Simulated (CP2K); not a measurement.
The C K edge of nitrosomethane was computed by TDDFT (CP2K XAS_TDP, aug-cc-pVTZ, TDA) at these levels: PBE0, PBEh(45%) and PBEh(45%) + GW2X. The first three lines of C1 (bonded to N and 3 H) with a strength over 0.0015, energy in eV and strength:

| run | first | second | third |
| --- | --- | --- | --- |
| 1 | 277.94 (0.006) | 278.76 (0.006) | 278.81 (0.013) |
| 2 | 289.56 (0.017) | 290.43 (0.037) | 290.58 (0.028) |
| 3 | 284.28 (0.018) | 285.15 (0.038) | 285.31 (0.028) |

Which run is which?

Run 1: PBE0 (25 % exact exchange). Run 2: PBEh(45%) + GW2X (45 % exact exchange). Run 3: PBEh(45%) (45 % exact exchange). Self-interaction lifts the core level, so the uncorrected lines rise with the share of exact exchange. The GW2X run keeps the spacings of its parent: 0.87 eV between the first two lines in run 2, 0.87 eV in run 3. Its shift is +5.28 eV, since the Kohn–Sham level at this share of exchange lies that far above the quasiparticle level.

[Hosts, paths, dates, database ids (printed as entryN), source tags and the programs' standing remarks are cut or masked in the printed files.]
